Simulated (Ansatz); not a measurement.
**SnH2 (model cell, started as rutile): following an unstable mode**

Wanted: the energy along a soft mode of SnH2 (model cell, started as rutile) and the structure at the end.

Program: Ansatz 0.2.0. Level of theory: DFT PBE, scalar-relativistic, plane waves, PAW. Values are calculated unless marked as measured.

The structure was built from a prototype and need not be the compound's stable phase.

## Step 1: Starting point

Symmetry: P4_2/mnm, No. 136, tetragonal system. Conventional cell: a = 4.858 Å, b = 4.858 Å, c = 3.642 Å, α = 90.00°, β = 90.00°, γ = 90.00°. Nearest to Sn lie 6 H at 2.14 to 2.24 Å. Nearest to H lie 3 Sn at 2.14 to 2.24 Å. Farther neighbours, and contacts between anions beyond the nearest, are not listed.

## Step 2: The dispersion

Stability and thermal properties need the whole zone. Linear response on a 2×2×4 q mesh gives force constants as far as a supercell of that size would.

input.yaml reads:

```yaml
crystal:
  lattice:
    - [4.8575969519, 0.0, 0.0]
    - [0.0, 4.8575969519, 0.0]
    - [0.0, 0.0, 3.6419952209]
  atoms:
    - { symbol: Sn, position: [0.0, 0.0, 0.0] }
    - { symbol: Sn, position: [0.5, 0.5, 0.5] }
    - { symbol: H, position: [0.3110725174, 0.3110725174, 0.0] }
    - { symbol: H, position: [0.6889274826, 0.6889274826, 0.0] }
    - { symbol: H, position: [0.8110725174, 0.1889274826, 0.5] }
    - { symbol: H, position: [0.1889274826, 0.8110725174, 0.5] }
kpoints:
  mp_grid: { grid: [8, 8, 12] }
hamiltonian:
  xc: pbe
scf:
  occupations: { method: methfessel_paxton, width: 0.2 }
output:
  eigenvalues: true
phonons:
  method: dfpt
  qmesh: [2, 2, 4]
  temperatures: { t_max: 1000, t_step: 50 }
  qpath:
    path:
      - [[0.0, 0.0, 0.0], [0.0, 0.5, 0.0], [0.5, 0.5, 0.0], [0.0, 0.0, 0.0], [0.0, 0.0, 0.5], [0.0, 0.5, 0.5], [0.5, 0.5, 0.5], [0.0, 0.0, 0.5]]
      - [[0.0, 0.5, 0.0], [0.0, 0.5, 0.5]]
      - [[0.5, 0.5, 0.0], [0.5, 0.5, 0.5]]
    npoints: 10
```

Launch:

```bash
> ansatz run input.yaml --threads 8 --pin off --max-ram 14336MiB --backend cpu --events-out ev --progress --plain --runs-dir out
```

The program printed:

```text
Warning: phonons: the dynamical matrix that this run interpolates holds no multipole term above the dipole-dipole one, and a site of this crystal is no centre of inversion, so its interpolated transverse optical and acoustic branches and sound speeds can stay off near Gamma, and the density of states and the thermodynamics with them. What a run solves at a wave vector of phonons.qpoints, Gamma apart, where the deck admits one, is free of this, and under fd what a larger phonons.supercell samples
Engine: ansatz 0.2.0, aarch64-unknown-linux-gnu
Pseudopotentials: kind: paw
Pseudopotential: Sn, paw, valence charge 14, recommended cutoff 420 eV (normal), Sn.paw.azcp
Pseudopotential: H, paw, valence charge 1, recommended cutoff 420 eV (normal), H.paw.azcp
Functional definition: PBE
  parameter kappa = 0.804
  parameter beta = 0.066725
  exchange = pbe_x(kappa = kappa, mu = beta*pi^2/3)
  correlation = pbe_c(beta = beta)
Crystal: 6 atoms, lattice volume = 85.937 Å³
Basis set: ecut = 420 eV, 1665 PW (Γ), exchange–correlation on 72×72×60 points (8 copies of the dense FFT grid, shifted against one another)
Bands: 22, of which v1, the nominal top of the filled ones, is band 16 counted from 1 (15 counted from 0)
Symmetry: 16 space group operations
k-points: 105 of 768
Non-local potential: Sn, projectors of the file, l = 0: 2, l = 1: 2, l = 2: 2, l = 3: 2
Non-local potential: H, projectors of the file, l = 0: 2, l = 1: 1
PAW form: soft (Blöchl's): semilocal exchange-correlation on the pseudo side does not see the compensation charge
PAW one-centre angular grid: Sn, 590 points (default); XC on 64 Gauss nodes
PAW one-centre angular grid: H, 110 points (default); XC on 64 Gauss nodes
Initial density: superposition of atomic densities (neutral atoms: chi_scale 0, normalization atom), corrected by the library's trained network
Initial wavefunctions: pseudopotential atomic-orbital guess
Functional: x = pbe(κ = 0.804, μ = 0.219515), c = pbe(β = 0.066725)
SCF iter   1: F=—  HF=-12109.071649 eV  |F-HF|=—  |Δ(HF+E_count)|=         —  Δρ=3.14e-3  dr2=1.05e-2  ethr=1.77e-3  ⟨swp⟩=5.8  Hψ=10977  notcnv=0
preconditioner: auto → Kerker (q_TF=auto, 2.314 Å⁻¹)  [metal: Δε(μ)=0.058 eV  Ē_g=18.854 eV  σ=0.200 eV  W_gap=0.24  n_scr=18 (ndim 8)  ℏωp=22.7 eV  f_vac=0.000  D(μ)=1.24/eV (n_scr^D=4)]
SCF iter   2: F=—  HF=-12109.068323 eV  |F-HF|=—  |Δ(HF+E_count)|=   3.33e-3  S|Δr|=    0.00e0  Δρ=1.62e-3  dr2=2.76e-3  ethr=3.28e-5  ⟨swp⟩=2.1  Hψ=4790  notcnv=0
SCF iter   3: F=—  HF=-12109.067769 eV  |F-HF|=—  |Δ(HF+E_count)|=   5.54e-4  S|Δr|=    0.00e0  Δρ=4.39e-4  dr2=2.60e-4  ethr=8.62e-6  ⟨swp⟩=2.2  Hψ=2716  notcnv=0
SCF iter   4: F=—  HF=-12109.067718 eV  |F-HF|=—  |Δ(HF+E_count)|=   5.15e-5  S|Δr|=    0.00e0  Δρ=2.12e-4  dr2=4.47e-5  ethr=8.14e-7  ⟨swp⟩=3.0  Hψ=4010  notcnv=0
SCF iter   5: F=—  HF=-12109.067722 eV  |F-HF|=—  |Δ(HF+E_count)|=   4.25e-6  S|Δr|=    0.00e0  Δρ=5.29e-5  dr2=1.76e-6  ethr=1.40e-7  ⟨swp⟩=2.0  Hψ=3837  notcnv=0
SCF iter   6: F=—  HF=-12109.067720 eV  |F-HF|=—  |Δ(HF+E_count)|=   1.87e-6  S|Δr|=    0.00e0  Δρ=1.40e-5  dr2=1.43e-7  ethr=5.50e-9  ⟨swp⟩=2.0  Hψ=3896  notcnv=0
SCF iter   7: F=—  HF=-12109.067720 eV  |F-HF|=—  |Δ(HF+E_count)|=   1.67e-8  S|Δr|=    0.00e0  Δρ=2.20e-6  dr2=4.77e-9  ethr=4.46e-10  ⟨swp⟩=2.0  Hψ=3906  notcnv=0
SCF iter   8: F=—  HF=-12109.067720 eV  |F-HF|=—  |Δ(HF+E_count)|=   3.69e-9  S|Δr|=    0.00e0  Δρ=9.01e-7  dr2=9.23e-10  ethr=1.49e-11  ⟨swp⟩=2.0  Hψ=2912  notcnv=0
SCF iter   9: F=—  HF=-12109.067720 eV  |F-HF|=—  |Δ(HF+E_count)|=  5.46e-11  S|Δr|=    0.00e0  Δρ=1.31e-7  dr2=2.67e-11  ethr=2.89e-12  ⟨swp⟩=2.0  Hψ=3903  notcnv=0
SCF iter  10: F=-12109.067720 eV  HF=-12109.067720 eV  |F-HF|=1.09e-11  |Δ(HF+E_count)|=  1.46e-11  S|Δr|=    0.00e0  Δρ=3.40e-8  dr2=1.30e-12  ethr=1.00e-12  ⟨swp⟩=8.3  Hψ=10693  notcnv=0
SCF 1 converged in 10 iterations: F = -12109.067720 eV  dr2 = 1.30e-12
  greatest PAW one-centre occupation: 0.992 electrons in one spin orbital (limit 2), on the Sn atom at site 1 (counted from 0), in its partial waves of l = 2
Initial density: read from a saved state, or passed on in memory by an earlier SCF of this step, an earlier step, the calling program or the single point that the run made first
iter 1 solved again at ethr=3.11e-7 eV; its pass at ethr=3.10e-3 eV (dr2=9.95e-5 eV) is discarded
SCF iter   1: F=—  HF=-12109.067721 eV  |F-HF|=—  |Δ(HF+E_count)|=         —  Δρ=2.23e-6  dr2=3.76e-9  ethr=3.11e-7  ⟨swp⟩=2.8  Hψ=16418  notcnv=0
eigensolver tolerance schedule: the retry pair's looser diagonalisation over-reported the residual by 26461.20 of it (diagonalisation noise at an unbounded share of the residual, at the tolerance the schedule requests for it); recorded, not acted on — ethr = c·dr2/N_el stays at c = 1.0e-1
preconditioner: auto → Kerker (q_TF=auto, 2.314 Å⁻¹)  [metal: Δε(μ)=0.025 eV  Ē_g=18.828 eV  σ=0.200 eV  W_gap=0.11  n_scr=18 (ndim 8)  ℏωp=22.7 eV  f_vac=0.000  D(μ)=1.25/eV (n_scr^D=4)]
SCF iter   2: F=—  HF=-12109.067720 eV  |F-HF|=—  |Δ(HF+E_count)|=   1.26e-6  S|Δr|=    0.00e0  Δρ=1.14e-6  dr2=8.13e-10  ethr=1.17e-11  ⟨swp⟩=4.3  Hψ=5869  notcnv=0
SCF iter   3: F=—  HF=-12109.067720 eV  |F-HF|=—  |Δ(HF+E_count)|=  1.46e-10  S|Δr|=    0.00e0  Δρ=7.48e-7  dr2=3.70e-10  ethr=2.54e-12  ⟨swp⟩=1.0  Hψ=2310  notcnv=0
SCF iter   4: F=—  HF=-12109.067720 eV  |F-HF|=—  |Δ(HF+E_count)|=  9.46e-11  S|Δr|=    0.00e0  Δρ=3.39e-7  dr2=8.54e-11  ethr=1.15e-12  ⟨swp⟩=1.0  Hψ=2314  notcnv=0
SCF iter   5: F=—  HF=-12109.067720 eV  |F-HF|=—  |Δ(HF+E_count)|=  2.73e-11  S|Δr|=    0.00e0  Δρ=2.27e-7  dr2=3.91e-11  ethr=1.00e-12  ⟨swp⟩=1.0  Hψ=2310  notcnv=0
SCF iter   6: F=—  HF=-12109.067720 eV  |F-HF|=—  |Δ(HF+E_count)|=  9.09e-12  S|Δr|=    0.00e0  Δρ=1.30e-7  dr2=1.29e-11  ethr=1.00e-12  ⟨swp⟩=1.0  Hψ=2310  notcnv=0
SCF iter   7: F=-12109.067720 eV  HF=-12109.067720 eV  |F-HF|=3.64e-12  |Δ(HF+E_count)|=  1.82e-12  S|Δr|=    0.00e0  Δρ=1.10e-7  dr2=9.15e-12  ethr=1.00e-12  ⟨swp⟩=1.8  Hψ=3021  notcnv=0
SCF 2 converged in 7 iterations: F = -12109.067720 eV  dr2 = 9.15e-12
phonons: the bands overlap, so this run is a metal and interpolates without the dipole-dipole term. If the crystal is really an insulator or semiconductor, its LO-TO splitting is missing
NSCF: frozen V_eff on 105 k-points
NSCF: frozen V_eff on 238 k-points
DFPT response loops at q = (0, 0, 0) (fractional): preconditioner auto → Kerker (q_TF=auto, 2.314 Å⁻¹) (partly filled bands, converged f_vac=0.000); β = 1.00, the filter's whole step (`scf.mixing.beta` (0.50) is not read by the response loops under this deck's `scf.mixing.preconditioner`; to damp them name `kerker` or `kerker_dos`, under which they read `scf.mixing.beta`, and type it under 1.00, their step now; both keys bind the ground state too); Broyden in place of MSR1
NSCF: frozen V_eff on 816 k-points
DFPT response loops at q = (0, 0, 0.25) (fractional): mixed as the last ones told, above
NSCF: frozen V_eff on 476 k-points
DFPT response loops at q = (0, 0, -0.5) (fractional): mixed as the last ones told, above
NSCF: frozen V_eff on 476 k-points
DFPT response loops at q = (0, -0.5, 0) (fractional): mixed as the last ones told, above
NSCF: frozen V_eff on 816 k-points
DFPT response loops at q = (0, -0.5, 0.25) (fractional): mixed as the last ones told, above
NSCF: frozen V_eff on 476 k-points
DFPT response loops at q = (0, -0.5, -0.5) (fractional): mixed as the last ones told, above
NSCF: frozen V_eff on 476 k-points
DFPT response loops at q = (-0.5, -0.5, 0) (fractional): mixed as the last ones told, above
NSCF: frozen V_eff on 816 k-points
DFPT response loops at q = (-0.5, -0.5, 0.25) (fractional): mixed as the last ones told, above
NSCF: frozen V_eff on 476 k-points
DFPT response loops at q = (-0.5, -0.5, -0.5) (fractional): mixed as the last ones told, above
SCF converged after 10 iterations
Stability not checked: this state was not tested for a lower state beside it, because cold or Methfessel-Paxton smearing, or corrected tetrahedra, fill the levels in a way that the test cannot read (fill_not_monotonic; see scf.lower_state_search)
Free energy (F): -12109.067720 eV
Harris-Foulkes:  -12109.067720 eV  (|F-HF|=1.09e-11)
Internal energy: -12109.069345 eV  (E = F + TS)
E sigma→0 (E₀):  -12109.068126 eV
Entropy (-TS):   0.001625 eV (0.271 meV/atom)
Fermi energy:    6.895419 eV
--- Per-component energies (eV) ---
  E_band       = -282.055523
  E_kinetic    = 421.490338
  E_local      = -2210.347008  (includes V_loc(G=0)·N_el)
  E_nonlocal   = -60.262016
  E_hartree    = 1254.335674
  E_xc         = -800.154407
  E_vxc        = -236.766980  (∫ρ·V_xc dr)
  E_paw        = -8269.598129  (= ΣΔE_a)
  E_vpaw       = -704.836983  (= ΣTr[D̂ρ^β])
  E_aug_tail   = -0.004216  (compensation charges beyond the density's cutoff)
  E_ewald      = -2444.529580
  E_smearing   = 0.001625  (= −TS)
  E_closure    = 0.000000  (closes the sum)
  Σ components = -12109.067720   (vs F -12109.067720, Δ=0.00e0)
--- Band table (eV; the first three rows and the last of 105) ---
  k-point 0: bands = [... 12 lower, 1.4516, 1.4516, 4.8987, 8.2632, 8.8632, 9.2457, 9.2457, 11.3586, ... 2 higher]
  k-point 1: bands = [... 12 lower, 1.5200, 1.5200, 4.3957, 8.5324, 8.9366, 9.2945, 9.2945, 9.9684, ... 2 higher]
  k-point 2: bands = [... 12 lower, 1.7182, 1.7182, 3.3133, 8.3856, 9.0210, 9.1570, 9.3599, 9.3599, ... 2 higher]
  k-point 104: bands = [... 12 lower, 1.7839, 1.7839, 2.1277, 2.1277, 5.7684, 5.7684, 12.2162, 12.2162, ... 2 higher]
--- Phonons (Γ-DFPT): 4 representative perturbations + reference (Σ response iterations 12) ---
  ASR residual: 2.403e-5 → 0.000e0 eV/Å²; symmetrization residual: 5.512e-7 eV/Å²
  ASR residual per site (eV/Å²): 2.40e-5 2.40e-5 2.87e-6 2.87e-6 2.87e-6 2.87e-6
  Γ frequencies (cm⁻¹): -557.38 -342.61 0.00 0.00 0.00 72.08 97.54 97.54 237.18 237.18 265.76 450.48 450.48 570.75 570.75 621.38 658.08 976.83
--- Phonons (arbitrary-q DFPT): 9 irreducible q on the 2×2×4 mesh ---
  q = [0.0000, 0.0000, 0.0000] (star 1, of the zone-centre solve; hermiticity 2.91e-7, symmetrization 8.05e-12): -557.38 -342.61 -0.00 0.00 0.00 72.08 97.54 97.54 237.18 237.18 265.76 450.48 450.48 570.75 570.75 621.38 658.08 976.83
  q = [0.0000, 0.0000, 0.2500] (star 2, 4 solved perturbations in 1320 linear systems a pass and spin channel, the states on 408 of 768 k-point pairs; hermiticity 2.40e-7, symmetrization 1.41e-11): -463.02 -426.38 -426.38 -289.81 34.96 34.96 92.36 110.22 110.47 110.47 265.28 420.35 420.35 568.35 568.76 568.76 689.70 956.75
  q = [0.0000, 0.0000, -0.5000] (star 1, 4 solved perturbations in 770 linear systems a pass and spin channel, the states on 238 of 768 k-point pairs; hermiticity 1.19e-7, symmetrization 6.40e-12): -804.78 -804.78 65.52 65.52 75.38 75.38 136.05 136.05 140.10 140.10 344.47 344.47 475.02 475.02 552.75 552.75 825.68 825.68
  q = [0.0000, -0.5000, 0.0000] (star 2, 6 solved perturbations on 238 of 768 k-point pairs; hermiticity 3.94e-7, symmetrization 7.37e-13): -345.82 -345.82 40.36 40.36 53.02 53.02 73.98 73.98 225.91 225.91 361.79 361.79 540.61 540.61 586.54 586.54 798.23 798.23
  q = [0.0000, -0.5000, 0.2500] (star 4, 6 solved perturbations on 408 of 768 k-point pairs; hermiticity 4.16e-7, symmetrization 8.71e-13): -382.68 -382.68 41.33 41.33 55.46 55.46 108.40 108.40 277.13 277.13 365.07 365.07 522.24 522.24 564.92 564.92 841.59 841.59
  q = [0.0000, -0.5000, -0.5000] (star 2, 6 solved perturbations on 238 of 768 k-point pairs; hermiticity 1.94e-7, symmetrization 9.28e-13): -722.06 -722.06 -30.22 -30.22 66.47 66.47 115.88 115.88 323.21 323.21 347.27 347.27 463.81 463.81 472.40 472.40 887.64 887.64
  q = [-0.5000, -0.5000, 0.0000] (star 1, 4 solved perturbations in 770 linear systems a pass and spin channel, the states on 238 of 768 k-point pairs; hermiticity 2.93e-7, symmetrization 1.69e-11): -442.86 -442.86 -4.79 -4.79 43.60 43.60 78.02 78.02 233.57 233.57 382.39 382.39 463.00 463.00 522.24 522.24 870.99 870.99
  q = [-0.5000, -0.5000, 0.2500] (star 2, 4 solved perturbations in 1320 linear systems a pass and spin channel, the states on 408 of 768 k-point pairs; hermiticity 3.24e-7, symmetrization 5.79e-12): -358.21 -358.21 -325.14 -325.14 48.64 48.64 94.39 94.39 95.43 95.43 429.51 429.51 461.99 461.99 551.23 551.23 843.48 843.48
  q = [-0.5000, -0.5000, -0.5000] (star 1, 4 solved perturbations in 770 linear systems a pass and spin channel, the states on 238 of 768 k-point pairs; hermiticity 2.26e-7, symmetrization 1.67e-12): -793.57 -793.57 48.94 48.94 81.22 81.22 129.73 129.73 256.85 256.85 412.53 412.53 501.86 501.86 534.90 534.90 838.34 838.34
  sum rule: each row above includes the acoustic sum rule's correction from the zone centre's row sums; it moved no ω² by more than (0.96 cm⁻¹)²
  mesh force constants: q→R imaginary residual 1.40e-17; ASR residual 2.403e-5 → 0.000e0 eV/Å²; symmetrization residual 3.553e-15 eV/Å²
  interpolated dispersion: 93 rows × 18 modes
  density of states and harmonic sums: on the 14×14×20 q-mesh, interpolated from the force constants of a 2×2×4 supercell (no non-analytic term)
  largest difference from the sums on the solved wave vectors: F 3.41e-2 eV, S 3.26e-5 and C_V 8.23e-6 eV/K
  zero-point energy: 0.325762 eV/cell   skipped modes (ω ≤ 0): 1209, of them read as no rigid motion or as one in doubt: 1206 (3.085e0 modes/cell left out, lowest -804.78 cm⁻¹)   left out of the sums: 1.71e-1 of the cell's modes: C_V's classical limit lies that fraction below 3 k_B per atom; for a crystal, a wire or a layer, F and S can be off by more, and a phonons.interpolated_qmesh denser along its periods is the remedy for the sampling
```

Run time: 8.1 min. Hardware: 8 threads of Arm Neoverse N1, shared host; peak memory 2.1 GiB.

Numbers from this step:

```yaml
volume_per_atom: 14.32 Å³
gap_on_the_k_mesh: 0 eV
sum_rule_residual_before_enforcement: 2.40e-5 eV/Å²
lowest_frequency_on_the_path: -804.8 cm⁻¹
point_group: 4/mmm
highest_frequency_on_path_mesh_or_solved_points: 976.8 cm⁻¹
highest_optical_mode_at_the_zone_centre_no_lo_to_term: 976.8 cm⁻¹
lowest_optical_zone_centre_mode: -557.4 cm⁻¹
lowest_mode_on_the_q_mesh_acoustic_modes_at_gamma_apart: -804.8 cm⁻¹
```

Frequencies (cm⁻¹) solved at each irreducible wavevector; negative means imaginary. Frequencies by wavevector, by row:

```
q in reciprocal lattice units  star  mode 1  mode 2  mode 3  mode 4  mode 16  mode 17  mode 18
                        0 0 0     1  -557.4  -342.6       0       0    621.4    658.1    976.8
                     0 0 0.25     2    -463  -426.4  -426.4  -289.8    568.8    689.7    956.8
                     0 0 -0.5     1  -804.8  -804.8    65.5    65.5    552.8    825.7    825.7
                     0 -0.5 0     2  -345.8  -345.8    40.4    40.4    586.5    798.2    798.2
                  0 -0.5 0.25     4  -382.7  -382.7    41.3    41.3    564.9    841.6    841.6
                  0 -0.5 -0.5     2  -722.1  -722.1   -30.2   -30.2    472.4    887.6    887.6
                  -0.5 -0.5 0     1  -442.9  -442.9    -4.8    -4.8    522.2      871      871
               -0.5 -0.5 0.25     2  -358.2  -358.2  -325.1  -325.1    551.2    843.5    843.5
               -0.5 -0.5 -0.5     1  -793.6  -793.6    48.9    48.9    534.9    838.3    838.3
```

Interpolated from a 2×2×4 q mesh. Phonon branches along the path, in cm⁻¹:

```
    point  branch 1  branch 2  branch 3  branch 4  branch 15  branch 16  branch 17  branch 18
        Γ      -557      -343         0         0        571        621        658        977
  halfway      -486      -315       -40        17        580        597        627        940
        X      -346      -346        40        40        586        586        798        798
  halfway      -397      -397        40        40        555        555        836        836
        M      -443      -443        -5        -5        522        522        871        871
  halfway      -460      -337       -22        22        566        576        672        928
        Γ      -557      -343         0         0        571        621        658        977
  halfway      -463      -426      -426      -290        569        569        690        957
        Z      -805      -805        66        66        553        553        826        826
  halfway      -763      -763        65        65        492        492        863        863
        R      -722      -722       -30       -30        472        472        888        888
  halfway      -756      -756        58        58        510        510        868        868
        A      -794      -794        49        49        535        535        838        838
  halfway      -768      -747       -47        60        489        540        834        892
        Z      -805      -805        66        66        553        553        826        826
jump to X      -346      -346        40        40        586        586        798        798
  halfway      -383      -383        41        41        565        565        842        842
        R      -722      -722       -30       -30        472        472        888        888
jump to M      -443      -443        -5        -5        522        522        871        871
  halfway      -358      -358      -325      -325        551        551        844        844
        A      -794      -794        49        49        535        535        838        838
```

Symmetry leaves 9 wavevectors to solve. The lowest mode among them, the acoustic zeros apart, lies at q = (0, 0, -0.5) and is imaginary, 804.8i cm⁻¹, so the energy falls along it.

(Part 1 of 2 ends here.)

[Long decimals in the printed logs are rounded to 6 places.]

[Logs are printed without paths, hosts, clocks, repeated set-up lines and the standing remarks that a program may print on its own settings, such as how far it seeks lower states.]

[Hosts, paths, dates, database ids (printed as entryN), source tags and the programs' standing remarks are cut or masked in the printed files.]

[Where the starting crystal was built by hand or by swapping elements, it need not be the compound's stable phase.]
